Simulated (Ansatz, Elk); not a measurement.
# Fe2CuP2: X-ray structure factors from the self-consistent density

Structure refinements treat a crystal as free atoms side by side. For a made-up structure of Fe2CuP2 (cell and positions from a PBEsol relaxation) the runs below show what the calculated density changes in F(hkl).

Program: Elk 11.2.3 (patched build). Level of theory: DFT, PBE, all-electron APW+lo, Dirac cores, scalar-relativistic bands, static density, no spin. Results are calculated unless marked as measured.

The structure was built from a prototype and need not be the compound's stable phase.

## Step 1: The structure

It takes space group I4/mmm (No. 139, tetragonal). Conventional cell: a = 2.644 Å, b = 2.644 Å, c = 17.291 Å, α = 90.00°, β = 90.00°, γ = 90.00°. Cu has 2 P at 2.22 Å nearest. Nearest to Fe lie 4 P at 2.23 Å. Nearest to P lie 1 Cu at 2.22 Å and 4 Fe at 2.23 Å. Farther neighbours are not listed.

## Step 2: Ground state and structure factors

An all-electron density is needed, since X-rays see the cores too. Task 0 finds the density and task 195 Fourier-transforms it; tshift is off so that phases refer to the origin typed.

Contents of elk.in:

```
tasks
  0
  195

xctype
  20

spinpol
  .false.

rgkmax
  7.0

gmaxvr
  14.0

lmaxo
  7

lmaxapw
  8

swidth
  0.002

tshift
  .false.

hmaxvr
  5.5

maxscl
  120

epspot
  1e-06

sppath
  './'

avec
  -2.49865297101 2.49865297101 16.33807844670
  2.49865297101 -2.49865297101 16.33807844670
  2.49865297101 2.49865297101 -16.33807844670

atoms
  3
  'Cu.in'
  1
  0.0000000000 0.0000000000 -0.0000000000   0.000000 0.000000 0.000000
  'Fe.in'
  2
  0.3012995132 0.3012995132 -0.0000000000   0.000000 0.000000 0.000000
  0.6987004868 0.6987004868 -0.0000000000   0.000000 0.000000 0.000000
  'P.in'
  2
  0.8714082341 0.8714082341 -0.0000000000   0.000000 0.000000 0.000000
  0.1285917659 0.1285917659 0.0000000000   0.000000 0.000000 0.000000

ngridk
  12 12 12
```

Launch:

```bash
OMP_NUM_THREADS=4 elk
```

Numbers of over 12 decimals in the logs are rounded to 6 here.

Log:

```text
┌─────────────────────────┐
│ Elk code version 11.2.3 │
└─────────────────────────┘

All units are atomic (Hartree, Bohr, etc.)

┌─────────────────────────────────────────────────┐
│ Ground-state run starting from atomic densities │
└─────────────────────────────────────────────────┘

Lattice vectors :
  -2.498652971       2.498652971       16.33807845
   2.498652971      -2.498652971       16.33807845
   2.498652971       2.498652971      -16.33807845

Reciprocal lattice vectors :
  0.3079597737E-16   1.257314517      0.1922865448
   1.257314517      0.3079597737E-16  0.1922865448
   1.257314517       1.257314517      0.3358204311E-17

Unit cell volume      :    408.0119224
Brillouin zone volume :   0.6079484441

Muffin-tin inner radius fraction :   0.1000000000E-01

Nuclei treated as point charges

Species : 1 (Cu)
 parameters loaded from : Cu.in
 name : copper
 nuclear charge    :   -29.00000000
 electronic charge :    29.00000000
 atomic mass :    115837.2717
 muffin-tin radius :    2.166200722
 number of radial points in muffin-tin :    993
 inner part over the whole radius :   0.9880828342E-02
 number on inner part of muffin-tin    :    699
 approximate nuclear radius :   0.7406004541E-04
 number of mesh points to nuclear radius :    338
 atomic positions (lattice), magnetic fields (Cartesian) :
  1 :   0.00000000  0.00000000  0.00000000    0.00000000  0.00000000  0.00000000

Species : 2 (Fe)
 parameters loaded from : Fe.in
 name : iron
 nuclear charge    :   -26.00000000
 electronic charge :    26.00000000
 atomic mass :    101799.2075
 muffin-tin radius :    2.277185378
 number of radial points in muffin-tin :    993
 inner part over the whole radius :   0.9894404021E-02
 number on inner part of muffin-tin    :    699
 approximate nuclear radius :   0.7160107270E-04
 number of mesh points to nuclear radius :    333
 atomic positions (lattice), magnetic fields (Cartesian) :
  1 :   0.30129951  0.30129951  0.00000000    0.00000000  0.00000000  0.00000000
  2 :  -0.30129951 -0.30129951  0.00000000    0.00000000  0.00000000  0.00000000

Species : 3 (P)
 parameters loaded from : P.in
 name : phosphorus
 nuclear charge    :   -15.00000000
 electronic charge :    15.00000000
 atomic mass :    56461.71230
 muffin-tin radius :    1.884071067
 number of radial points in muffin-tin :    793
 inner part over the whole radius :   0.9883482545E-02
 number on inner part of muffin-tin    :    551
 approximate nuclear radius :   0.6081821256E-04
 number of mesh points to nuclear radius :    251
 atomic positions (lattice), magnetic fields (Cartesian) :
  1 :  -0.12859177 -0.12859177  0.00000000    0.00000000  0.00000000  0.00000000
  2 :   0.12859177  0.12859177  0.00000000    0.00000000  0.00000000  0.00000000

Total number of atoms per unit cell :    5
Total muffin-tin volume :    197.5333874
 ratio of muffin-tin to unit cell volume :   0.4841363121

Spin treatment :
 spin-unpolarised

Number of Bravais lattice symmetries :   16
Number of crystal symmetries         :   16
Crystal has inversion symmetry
Real symmetric eigensolver will be used

k-point grid :     12    12    12
k-point offset :    0.000000000       0.000000000       0.000000000
k-point set is reduced with full crystal symmetry group
Total number of k-points :      163

Muffin-tin radius times maximum |G+k| :    7.000000000
 using average radius
Maximum |G+k| for APW functions       :    3.336920169
Maximum (1/2)|G+k|²                   :    5.567518108
Maximum |G| for potential and density :    14.00000000
Constant for pseudocharge density :    8
 order of it for each species :   15  15  15
 order of it for pair densities of each species (exact exchange by exxq0 0: 16) :   10  12   7
Radial integration step length :    1

G-vector grid sizes :     75    75    75
Number of G-vectors :    18889

Maximum angular momentum used for
 APW functions            :    8
 outer part of muffin-tin :    7
 inner part of muffin-tin :    2

Total nuclear charge    :   -111.0000000
[...]
electron entropic           :    -0.23818533275126E-02
 total energy                :     -4877.7299526626

Density of states at Fermi energy :    184.2965904
 (states/Hartree/unit cell)

Estimated indirect band gap :   0.1151361526E-04
 from k-point 112 to k-point 78
Estimated direct band gap   :   0.1596982199E-02
 at k-point 72

Charges :
 core                        :    52.00000000
 valence                     :    59.00000000
 interstitial                :    8.122665313
 muffin-tins (core leakage)
  species : 1 (Cu)
   atom 1                    :    24.47807088     (  0.6170238262E-03)
  species : 2 (Fe)
[...]
species : 3 (P)
[...]
total in muffin-tins        :    102.8773347
 total calculated charge     :    110.9945975
 total charge                :    111.0000000
 error                       :   0.5402498016E-02

RMS change in Kohn-Sham potential (target) :    1.906057095     (  0.1000000000E-05)
Absolute change in total energy (target)   :    18.39873763     (  0.1000000000E-03)

[... loops 3 to 19 left out ...]

┌──────────────────┐
│ Loop number : 20 │
└──────────────────┘

Energies :
 Fermi                       :     0.359132
 sum of occupied eigenvalues :     -2790.5441132769
 electron kinetic            :      4950.4590543993
 core electron kinetic       :      4467.2710938681
 Coulomb                     :     -9609.1882897882
 Coulomb potential           :     -7447.6254814145
 nuclear-nuclear             :     -804.51214605266
 electron-nuclear            :     -10188.244663691
 Hartree                     :      1383.5685199558
 Madelung                    :     -5885.3755490809
 xc potential                :     -293.37768626168
 exchange                    :     -221.04466489429
 correlation                 :     -5.082110
 electron entropic           :    -0.72417910438229E-03
 total energy                :     -4884.8567343475

Density of states at Fermi energy :    49.78470792
 (states/Hartree/unit cell)

Estimated indirect band gap :   0.1192324203E-03
 from k-point 30 to k-point 101
Estimated direct band gap   :   0.3714420749E-02
 at k-point 101

Charges :
 core                        :    52.00000000
 valence                     :    59.00000000
 interstitial                :    7.807559464
 muffin-tins (core leakage)
  species : 1 (Cu)
[...]
species : 2 (Fe)
[...]
species : 3 (P)
[...]
total in muffin-tins        :    103.1924405
 total calculated charge     :    110.9946837
 total charge                :    111.0000000
 error                       :   0.5316332266E-02

RMS change in Kohn-Sham potential (target) :   0.6588509382E-06 (  0.1000000000E-05)
Absolute change in total energy (target)   :   0.7944446224E-05 (  0.1000000000E-03)

Convergence targets achieved

┌──────────────────┐
│ Loop number : 21 │
└──────────────────┘

Energies :
 Fermi                       :     0.359132
 sum of occupied eigenvalues :     -2790.5441178295
 electron kinetic            :      4950.4590643654
 core electron kinetic       :      4467.2710919875
 Coulomb                     :     -9609.1883012633
 Coulomb potential           :     -7447.6254680788
 nuclear-nuclear             :     -804.51214605266
 electron-nuclear            :     -10188.244700043
 Hartree                     :      1383.5685448328
 Madelung                    :     -5885.3755672239
 xc potential                :     -293.37771411612
 exchange                    :     -221.04466597432
 correlation                 :     -5.082110
 electron entropic           :    -0.72417902183619E-03
 total energy                :     -4884.8567369436

Density of states at Fermi energy :    49.78470850
 (states/Hartree/unit cell)

Estimated indirect band gap :   0.1192316426E-03
 from k-point 30 to k-point 101
Estimated direct band gap   :   0.3714432247E-02
 at k-point 101

Charges :
 core                        :    52.00000000
 valence                     :    59.00000000
 interstitial                :    7.807558992
 muffin-tins (core leakage)
  species : 1 (Cu)
[...]
species : 2 (Fe)
[...]
atom 2                    :    25.22917386     ( -0.2227878078E-06)
  species : 3 (P)
   atom 1                    :    12.48148780     (  0.1984880086E-02)
   atom 2                    :    12.48148780     (  0.1984880086E-02)
 total in muffin-tins        :    103.1924410
 total calculated charge     :    110.9946837
 total charge                :    111.0000000
 error                       :   0.5316332389E-02

┌──────────────────────────────┐
│ Self-consistent loop stopped │
└──────────────────────────────┘

Warning : core states of species 1 leak from the muffin-tin :   0.5781040410E-03

Warning : core states of species 3 leak from the muffin-tin :   0.1984880086E-02

Wrote STATE.OUT
```

Run time: 2.3 min. Hardware: 4 threads of Arm Neoverse V2, shared host; peak memory 0.37 GiB; 8.2 min of CPU time.

SFACRHO.OUT:

```text

h k l indices transformed by vhmat matrix:
   1.000000000       0.000000000       0.000000000    
   0.000000000       1.000000000       0.000000000    
   0.000000000       0.000000000       1.000000000    

      h      k      l  multipl.   |H|            Re(F)            Im(F)           |F|

      0      0      0      1   0.0000000       111.00000      0.26332223E-16   111.00000    
      1      1     -1      2  0.38457309      -13.389022      0.11324606E-13   13.389022    
      2      2     -2      2  0.76914618       14.041809      0.17694697E-15   14.041809    
     -3     -3      3      2   1.1537193       42.380738      0.28311514E-13   42.380738    
      1      0     -1      8   1.2719331       25.336284      -0.0000000       25.336284    
      2      1     -1      8   1.3833318       40.188797     -0.12740181E-13   40.188797    
      4      4     -4      2   1.5382924       8.9309315      0.33973817E-13   8.9309315    
     -3     -2      3      8   1.5827800      -27.392900     -0.32558242E-13   27.392900    
     -1      1      0      4   1.7781112       74.207820     -0.36816775E-14   74.207820    
     -1     -1      0      8   1.8192240      -8.0889426     -0.56623029E-14   8.0889426    
      4      3     -4      8   1.8418934       61.432413     -0.21233636E-13   61.432413    
      5      5     -5      2   1.9228654       49.529727     -0.59454180E-13   49.529727    
      1      3     -2      8   1.9373346       11.930982     -0.56623029E-14   11.930982    
     -2     -4      3      8   2.1196103       32.472140      0.25480363E-13   32.472140    
      4      5     -5      8   2.1390987       20.365204      0.14155757E-13   20.365204    
      6      6     -6      2   2.3074385      -19.869094      0.82103392E-13   19.869094    
     -5     -3      4      8   2.3511748       8.0573927     -0.24064787E-13   8.0573927    
      5      6     -5      8   2.4606316      -7.3474135      0.22649212E-13   7.3474135
```

Elk indexes on the primitive cell of elk.in and gives |H| = 4π sin θ/λ in inverse bohr. Below, one row stands for each form hkl of the conventional cell (m members, Friedel mates merged), F is for one primitive cell and the density is static (no thermal factor). Free-atom factors are Waasmaier and Kirfel's, and R is Σm||F|−|F'||/Σm|F|.

```tsv
hkl	m	sin θ/λ (Å⁻¹)	abs F, DFT	neutral atoms	diff.
002	2	0.058	13.389	13.125	+0.264
004	2	0.116	14.042	14.185	-0.143
006	2	0.173	42.381	42.377	+0.003
101	8	0.191	25.336	25.520	-0.184
103	8	0.208	40.189	40.509	-0.320
008	2	0.231	8.931	9.309	-0.378
105	8	0.238	27.393	27.243	+0.150
110	4	0.267	74.208	74.743	-0.535
112	8	0.274	8.089	8.091	-0.002
107	8	0.277	61.432	62.194	-0.762
0 0 10	2	0.289	49.530	50.410	-0.881
114	8	0.291	11.931	12.287	-0.357
116	8	0.319	32.472	32.949	-0.477
109	8	0.322	20.365	20.613	-0.247
0 0 12	2	0.347	19.869	20.201	-0.332
118	8	0.354	8.057	8.153	-0.095
1 0 11	8	0.370	7.347	7.512	-0.165
200	4	0.378	61.276	61.560	-0.283
```

## Step 3: What came out

```
R against neutral atoms, sin θ/λ < 0.3 Å⁻¹ : 1.01 %
R against neutral atoms, 0.3 to 0.82 Å⁻¹   : 0.43 %
```

Independent neutral atoms miss the calculated amplitudes by R = 1.01 % below 0.3 Å⁻¹ and 0.43 % from there to 0.82 Å⁻¹; by shells, 1.48 % below 0.15 Å⁻¹ (2 forms), 1.00 % 0.15 to 0.3 (10 forms), 0.60 % 0.3 to 0.45 (17 forms), 0.39 % above 0.45 (92 forms). Bonding, aspherical density and the tables' own atoms all enter these figures, and the runs don't part them. The largest change of an amplitude is -0.88 electrons, at 0 0 10. The basis has no finished test. The k-mesh has no finished test. These runs have no spin, though d or f shells may be open. Part of the difference isn't bonding: the tables are fits to free atoms and ions calculated by other methods than this functional. Thermal motion, anomalous dispersion and extinction are left out.

[Logs are printed without paths, hosts, clocks, repeated set-up lines and the standing remarks that a program may print on its own settings, such as how far it seeks lower states.]

[Hosts, paths, dates, database ids (printed as entryN), source tags and the programs' standing remarks are cut or masked in the printed files.]
